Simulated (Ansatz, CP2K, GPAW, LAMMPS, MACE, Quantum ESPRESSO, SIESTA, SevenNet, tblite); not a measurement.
# Amorphous carbon (64 atoms): one structure in several programs

Aim: run amorphous carbon (64 atoms) in several programs and set results and cost side by side. A plane-wave run serves as the reference.

Calculated with Ansatz 0.2.0; Kohn-Sham DFT, PBE, PAW, plane waves.

## 1. The starting structure

The cell holds 64 atoms: 64 C. Cell: a = 7.590 Å, b = 7.590 Å, c = 7.590 Å, α = 90.0°, β = 90.0°, γ = 90.0°. 64 atoms (64 C) placed at random at 2.92 g/cm³, melted at 6000 K for 10 ps at fixed volume with the Tersoff potential (Tersoff, Phys. Rev. B 39, 5566 (1989)). Quenched from 6000 K to 300 K at 100 K/ps and fixed volume, held 5 ps, then minimised at fixed cell.

## 2. The reference run

The PAW files are the set soft_2.

Contents of input.yaml:

```yaml
crystal:
  lattice:
    - [7.5903, 0.0, 0.0]
    - [0.0, 7.5903, 0.0]
    - [0.0, 0.0, 7.5903]
  atoms:
    - { symbol: C, position: [0.83466, 0.91928, 0.71452] }
    - { symbol: C, position: [0.87226, 0.18332, 0.50226] }
    - { symbol: C, position: [0.52196, 0.75401, 0.63807] }
    - { symbol: C, position: [0.39522, 0.23812, 0.98117] }
    [... 54 atom lines left out ...]
    - { symbol: C, position: [0.02931, 0.97094, 0.33888] }
    - { symbol: C, position: [0.92215, 0.61592, 0.85161] }
    - { symbol: C, position: [0.03179, 0.37764, 0.08749] }
    - { symbol: C, position: [0.26817, 0.93123, 0.03505] }
    - { symbol: C, position: [0.8646, 0.13074, 0.70983] }
    - { symbol: C, position: [0.69157, 0.23326, 0.73773] }
kpoints:
  mp_grid: { grid: [1, 1, 1] }
hamiltonian:
  xc: pbe
scf:
  occupations: { method: fermi_dirac, width: 0.05 }
output:
  forces: true
  eigenvalues: true
  populations: true
  stress: true
```

Command:

```sh
> ansatz run input.yaml --threads 4 --pin off --max-ram 15872MiB --backend cpu --events-out ev --progress --plain --runs-dir out
```

Numbers of over 12 decimals in the logs are rounded to 6 here.

Output:

```text
[...]
Pseudopotentials: kind: paw
Pseudopotential: C, paw, valence charge 4, recommended cutoff 420 eV (normal), C.paw.azcp
[... 5 lines on functional and potentials left out ...]
Crystal: 64 atoms, lattice volume = 437.297 Å³
Basis set: ecut = 420 eV, 8409 PW (Γ), exchange–correlation on 108×108×108 points (8 copies of the dense FFT grid, shifted against one another)
Bands: 192, of which v1, the nominal top of the filled ones, is band 128 counted from 1 (127 counted from 0)
Symmetry: 1 space group operations
Space group: P1 (ITA 1), of the structure as read, at distance tolerance 7.6e-5 Å
k-points: 1
[... 3 lines on functional and potentials left out ...]
Initial density: superposition of atomic densities (neutral atoms: chi_scale 0, normalization atom), corrected by the library's trained network
Initial wavefunctions: pseudopotential atomic-orbital guess
[...]
SCF iter   1: F=—  HF=-15995.123069 eV  |F-HF|=—  |Δ(HF+E_count)|=         —  Δρ=2.10e-2  dr2=3.20e0  ethr=1.77e-3  ⟨swp⟩=6.0  Hψ=775  notcnv=0  defer=42
preconditioner: auto → Kerker (q_TF=auto, 2.495 Å⁻¹)  [metal: Δε(μ)=0.213 eV  Ē_g=14.607 eV  σ=0.050 eV  W_gap=0.50  n_scr=122 (ndim 8)  ℏωp=28.4 eV  f_vac=0.000  D(μ)=24.42/eV (n_scr^D=250)]
[...]
SCF iter  10: F=—  HF=-15994.683938 eV  |F-HF|=—  |Δ(HF+E_count)|=   6.72e-8  Δρ=5.06e-6  dr2=2.25e-7  ethr=1.27e-9  ⟨swp⟩=3.0  Hψ=236  notcnv=0  defer=45
SCF iter  11: F=-15994.683938 eV  HF=-15994.683938 eV  |F-HF|=1.52e-8  |Δ(HF+E_count)|=   1.11e-8  Δρ=1.50e-6  dr2=2.40e-8  ethr=3.91e-11  ⟨swp⟩=14.0  Hψ=916  notcnv=0
SCF 1 converged in 11 iterations: F = -15994.683938 eV  dr2 = 2.40e-8
[...]
SCF converged after 11 iterations
Free energy (F): -15994.683938 eV
Harris-Foulkes:  -15994.683938 eV  (|F-HF|=1.52e-8)
Internal energy: -15994.460913 eV  (E = F + TS)
E sigma→0 (E₀):  -15994.572425 eV
Entropy (-TS):   -0.223025 eV (-3.485 meV/atom)
Fermi energy:    11.001672 eV
--- Per-component energies (eV) ---
[...]
Σ components = -15994.683938   (vs F -15994.683938, Δ=0.00e0)
--- Forces (eV/Å), atoms counted from 1 ---
  atom   1  C     -1.05045253     0.57594548    -0.03698541
  atom   2  C      2.56531522     0.88826291     1.14292552
  atom   3  C     -0.87484118     0.17670095    -1.19604670
  atom   4  C      0.57198633     0.60685692     0.55297796
[...]
atom  64  C     -0.27367558    -1.12187371    -1.59943262
  max |Σ_I F_I| component: 4.47e-5 eV/Å
--- Stress (GPa, compression-positive) ---
      -13.344792      -3.501595      -1.552495
       -3.501595      -8.392468      -1.709525
       -1.552495      -1.709525      -0.427676
  P = ⅓ Tr σ = -7.3883 GPa (-73.883 kbar)
--- Band table (eV) ---
  k-point 0: bands = ["-9.8953", "-8.4671", "-8.3299", "-8.1627", [... 176 levels ...], "19.3996", "19.4354", "19.5069", "19.5356", "19.6178", "19.7437", "19.8378", "19.9437", "19.9890", "20.0460", "20.2008", "20.2993"]
--- Löwdin populations: 64 sites ---
  site symbol       q [e]
     0      C      4.0742
     1      C      3.9526
     2      C      3.9699
[...]
63      C      3.9758
  spilling = 0.006109 (of n_electrons = 256.000000)
```

Wall time 4.1 s (4 threads of Arm Neoverse V1, shared host); peak memory 0.54 GiB; 14 s of CPU time.

Numbers from this run:

```yaml
free_energy: -15994.6839 eV
free_energy_per_atom: -249.9169 eV/atom
scf_cycles: 11
pressure: -7.388 GPa
r_m_s_force_component: 1.256 eV/Å
longest_force: 5.071 eV/Å
fermi_energy: 11 eV
levels_partly_filled_by_over_2_per_cent: 4
spilling_of_the_projection: 0.006109
```

Neighbours are counted within 1.85 Å (C-C).

Length of the force by element and coordination:

```
element  coordination  atoms  mean length of the force (eV/Å)  spread  least  most
      C           all     64                             1.92    1.02  0.413  5.07
      C             3     40                             2.39   0.952   1.00  5.07
      C             4     24                             1.15   0.536  0.413  2.39
```

The mean of these charges, 0.024 e, is only the charge that the projection spills.

Löwdin charges by element and coordination (they lack the spilled electrons, 0.024 e an atom on average):

```
element  coordination  atoms  mean charge (e)  spread    least    most
      C           all     64           0.0244  0.0301  -0.0742  0.0902
      C             3     40           0.0172  0.0356  -0.0742  0.0902
      C             4     24           0.0364  0.0084   0.0205  0.0504
```

The levels nearest the highest filled one (over half full), pooled over k-points and spins:

```
level less the highest filled one (eV)  occupation
                                -0.940           2
                                -0.771           2
                                -0.582           2
                                -0.236        1.99
                               -0.0732        1.71
                                     0        1.16
                                0.0238       0.919
                                 0.127       0.196
                                 0.240       0.022
                                 0.300       0.007
                                 0.396       0.001
                                 0.767           0
```

## 3. Structure statistics

Density 2.92 g/cm³, 6.833 Å³ an atom.

Pair distribution function in bins of 0.2 Å:

```
r (Å)  total
 1.40   1.52
 1.60   2.37
 1.80   0.05
 2.00   0.02
 2.20   0.22
 2.40   1.06
 2.60   2.29
 2.80   1.18
 3.00   1.14
 3.20   0.78
 3.40   0.89
 3.60   1.03
```

Bonds by pair of elements; cutoffs follow the first minimum of g(r), held within bounds set by covalent radii, and pairs that aren't listed don't count as bonded:

```
pair A-B  cutoff (Å)  bonds  mean length (Å)  spread (Å)  shortest (Å)  B about A  A about B
     C-C        1.85    108             1.53       0.071           1.4       3.38       3.38
```

How many atoms have how many bonded neighbours:

```
element  mean   3   4
      C  3.38  40  24
```

Rings of the network by King's shortest-path rule, up to 12 atoms, one path for each pair of neighbours; H, halogens, alkali and alkaline-earth atoms are left out, and the last column divides by all other atoms, bonded or not:

```
ring size (atoms)  rings  per network atom
                5      1             0.016
                6     17             0.266
                7     16              0.25
                8     23             0.359
                9     10             0.156
```

## 4. The other programs

The programs:
- CP2K 2026.2: Gaussian basis with GTH pseudopotentials and a plane-wave density; labels give functional, basis (MOLOPT sets; SR short-range, UZH the newer set with its own potentials), grid cutoff/relative cutoff and solver (OT: orbital transformation; TRS4, TC2, SIGN: linear-scaling purification with its sparsity filter), or its built-in tight binding.
- GPAW 26.7.0: PAW with atomic orbitals (LCAO), plane waves or a real-space grid of spacing h.
- MACE: machine-learned potential, published weights.
- Quantum ESPRESSO 7.5: plane waves; labels (QE) give functional, pseudopotential set and cutoffs of waves/density.
- SIESTA 5.4.2: numerical atomic orbitals, whose automatically made sets are far from complete, with PseudoDojo norm-conserving potentials that we converted to its format (checked against plane waves on the same files for H, C, O, Si, Ge and Ca alone); labels give functional, basis size, energy shift and mesh cutoff.
- SevenNet: machine-learned potential, published weights.
- tblite 0.8.0: extended tight binding, driven from Python.

All use the same cell and atoms; the electronic-structure runs use the same k-mesh, and an electronic temperature of 580 K (0.05 eV) where levels are smeared.

Differences are against the plane-wave reference, forces as r.m.s. over components; share is that over the reference's r.m.s. force, slope the least-squares factor from reference forces to these. Total energies of different programs have different zeros and aren't compared.

```
                                                          run  Δ force, r.m.s. (meV/Å)  share (%)  slope  Δ pressure (GPa)  cores  CPU time  memory (GiB)
                                                    reference                        -          -      -                 -      4      14 s          0.54
         CP2K LDA, DZVP-MOLOPT-SR, 450/50 Ry, diagonalisation                     52.1       4.15  1.008             -11.1      2   4.7 min           1.0
  CP2K PBE+D3(BJ), DZVP-MOLOPT-SR, 450/50 Ry, diagonalisation                     71.8       5.71  1.026            -0.473      2   4.8 min           1.1
CP2K PBE, DZVP-MOLOPT-SR, 225/50 Ry, diagonalisation (coarse)                     36.9       2.94  1.013             0.885      2   4.2 min          0.57
CP2K PBE, DZVP-MOLOPT-SR, 315/50 Ry, diagonalisation (coarse)                     27.8       2.21  1.013             0.872      2   5.3 min          0.68
CP2K PBE, DZVP-MOLOPT-SR, 450/30 Ry, diagonalisation (coarse)                     27.0       2.15  1.013             0.887      2   3.6 min           1.0
         CP2K PBE, DZVP-MOLOPT-SR, 450/50 Ry, diagonalisation                     27.0       2.15  1.013             0.872      2   4.8 min           1.0
 CP2K PBE, SZV-MOLOPT-SR, 450/50 Ry, diagonalisation (coarse)                      525       41.8  1.327              8.58      1   2.5 min          0.95
              CP2K PBE, TZV2P-UZH, 450/50 Ry, diagonalisation                     17.8       1.41  1.004             0.815      4    20 min           2.0
               CP2K PBE, TZVP-UZH, 450/50 Ry, diagonalisation                     35.3       2.81  1.011              2.18      4   7.6 min           1.8
                                  GPAW PBE, LCAO dzp, h 0.2 Å                      120       9.58  0.989                 -      1   2.4 min           0.5
                     GPAW PBE, LCAO sz(dzp), h 0.2 Å (coarse)                      619       49.2  1.052                 -      1      42 s          0.37
                    GPAW PBE, LCAO szp(dzp), h 0.2 Å (coarse)                      370       29.4  0.989                 -      1   1.8 min          0.48
                                       GPAW PBE, grid h 0.2 Å                     22.1       1.76  1.000                 -      1   1.7 min          0.55
                                  MACE MP-0b2 small potential                      723       57.6  0.655             -3.26      1     7.2 s          0.67
                                  MACE MPA-0 medium potential                      626       49.8  0.697             -5.09      1     9.2 s           1.3
              QE PBE+D3(BJ), sssp-1.3.0-efficiency, 45/360 Ry                     61.2       4.87  1.015             -1.13      2      83 s          0.86
              QE PBE, dojo-0.4.1-standard, 60/240 Ry (coarse)                     18.0       1.43  1.005             -5.92      2      60 s          0.39
                     QE PBE, sssp-1.3.0-efficiency, 45/360 Ry                     4.81      0.383  1.001             0.197      2      83 s          0.85
                  SIESTA LDA, DZP, shift 0.01 Ry, mesh 300 Ry                      159       12.7  0.964             -3.49      2   3.5 min          0.88
         SIESTA PBE, DZP, shift 0.01 Ry, mesh 100 Ry (coarse)                      162       12.9  0.978              6.99      1      62 s           0.4
                  SIESTA PBE, DZP, shift 0.01 Ry, mesh 300 Ry                      162       12.9  0.978              6.99      2   3.7 min          0.89
          SIESTA PBE, SZ, shift 0.01 Ry, mesh 300 Ry (coarse)                      757       60.2  1.038              26.7      1      45 s          0.35
                  SIESTA PBE, TZP, shift 0.01 Ry, mesh 300 Ry                      139       11.1  0.978              6.08      2   5.2 min           1.1
                                         SevenNet 0 potential                      703       56.0  0.798             -6.02      1       9 s           1.1
                                              tblite GFN1-xTB                      406       32.3  1.060             -10.3      1     1.6 s           0.1
```

Rows marked coarse were listed beforehand as settings not expected to be converged; some can still land near the reference.

Times of the machine-learned potentials are mostly Python's start and the loading of weights.

CPU time is summed over cores on a shared host, where runs went side by side, so it is rough. Symmetry, cutoffs, thresholds, outputs and thread counts weren't matched or tuned between programs; memory under MPI is the largest rank's times the ranks.

Runs without a result: CP2K GFN1-xTB, diagonalisation (not converged, the SCF not settling).

Within one program, basis, potentials and functional, energies share a zero. Each run against its twin at the usual cutoff or grid and solver:

```
                                                 run                                        twin  Δ energy (meV/atom)  Δ force, r.m.s. (meV/Å)         CPU time over the twin's
CP2K PBE, DZVP-MOLOPT-SR, 225/50 Ry, diagonalisation  DZVP-MOLOPT-SR, 450/50 Ry, diagonalisation               -0.242                     26.5                             0.88
CP2K PBE, DZVP-MOLOPT-SR, 315/50 Ry, diagonalisation  DZVP-MOLOPT-SR, 450/50 Ry, diagonalisation               0.0213                     10.5                              1.1
CP2K PBE, DZVP-MOLOPT-SR, 450/30 Ry, diagonalisation  DZVP-MOLOPT-SR, 450/50 Ry, diagonalisation              -0.0881                    0.574                             0.75
         SIESTA PBE, DZP, shift 0.01 Ry, mesh 100 Ry             DZP, shift 0.01 Ry, mesh 300 Ry                0.591                     3.79  0.28 (this twin ran on 2 cores)
```

## 5. Results

```
reference r.m.s. force component                       : 1.26 eV/Å
nearest in forces                                      : QE PBE, sssp-1.3.0-efficiency, 45/360 Ry, 0.38 %
farthest in forces                                     : SIESTA PBE, SZ, shift 0.01 Ry, mesh 300 Ry (coarse), 60 %
cheapest electronic-structure run beside the reference : tblite GFN1-xTB, 1.6 s of CPU time
```

In words: PBE on plane waves or a grid with other potentials, cutoffs or grids, coarse settings apart, differs from the reference by 0.38 % (QE PBE, sssp-1.3.0-efficiency, 45/360 Ry) to 1.8 % (GPAW PBE, grid h 0.2 Å) of the r.m.s. force; this holds the reference's own error, so differences of a few per cent don't tell which side is nearer the exact PBE result (QE's 45 Ry are 612 eV, against the reference's 420 eV). The PBE runs in local orbitals, coarse settings apart, differ by 1.4 % (CP2K PBE, TZV2P-UZH, 450/50 Ry, diagonalisation) to 13 % (SIESTA PBE, DZP, shift 0.01 Ry, mesh 300 Ry); basis, grid and potentials can all enter. Tight binding differs by 32 % (tblite GFN1-xTB); it is another model, with fitted parameters of its own, and the xTB methods hold dispersion. Machine-learned potentials differ by 50 % (MACE MPA-0 medium potential) to 58 % (MACE MP-0b2 small potential); they were trained on other programs' data. The cause of differences this large wasn't tested. Among those trained on PBE data the slope goes as low as 0.66, with a correlation of 0.82, so directions differ as well as sizes. Rows with another functional or a dispersion term differ by 4.1 % (CP2K LDA, DZVP-MOLOPT-SR, 450/50 Ry, diagonalisation) to 13 % (SIESTA LDA, DZP, shift 0.01 Ry, mesh 300 Ry), which mixes the change of model with differences of basis and potentials. Runs with settings chosen to be coarse differ by 1.4 % (QE PBE, dojo-0.4.1-standard, 60/240 Ry) to 60 % (SIESTA PBE, SZ, shift 0.01 Ry, mesh 300 Ry), their programs' other errors included. One electronic-structure run takes under half the reference's CPU time: tblite GFN1-xTB, at 32 % in 1.6 s against 14 s; its pressure misses by -10.3 GPa. CP2K PBE, SZV-MOLOPT-SR, 450/50 Ry, diagonalisation stiffens the forces by a factor of 1.33 while following their directions (correlation 0.981); the slopes of the 9 CP2K runs lie between 1.00 and 1.33. In pressure, SIESTA PBE, SZ, shift 0.01 Ry, mesh 300 Ry misses by +26.7 GPa, at the same functional. In the reference: 4 levels are partly filled, by over 2 % (at Γ alone): at this level the cell shows no clear gap. Levels of broken or missing bonds inside a gap of the host would look the same. In the reference: Löwdin charges run from -0.07 to +0.09 e, about a mean that is the spilled charge alone. Periodic xTB results under one method name differ between programs and library versions. Machine-learned potentials mimic data converged in k, so the reference's own k-point error enters their differences. The quench rate of 100 K/ps is many orders above laboratory rates, so the cell is likely richer in defects and strain than a real sample. The network of bonds at the start is that of the classical potential that made the cell, and needn't be the one that DFT or experiment would give. The reference's stress is far from hydrostatic: its diagonal is -13.3, -8.4, -0.4 GPa, compression counted positive. The reference's pressure of -7.4 GPa belongs to a cell and atoms that aren't relaxed at this level. The electronic-structure runs sample only Γ, in a cell whose shortest periodic width is 8 Å, which is coarse for a cell with partly filled levels.

[Also dropped from logs without a mark: logging warnings of Python, and SIESTA's first energy breakdown and zero terms.]

[Logs are printed without paths, hosts, clocks, repeated set-up lines and the standing remarks that a program may print on its own settings, such as how far it seeks lower states.]

[Hosts, paths, dates, database ids (printed as entryN), source tags and the programs' standing remarks are cut or masked in the printed files.]
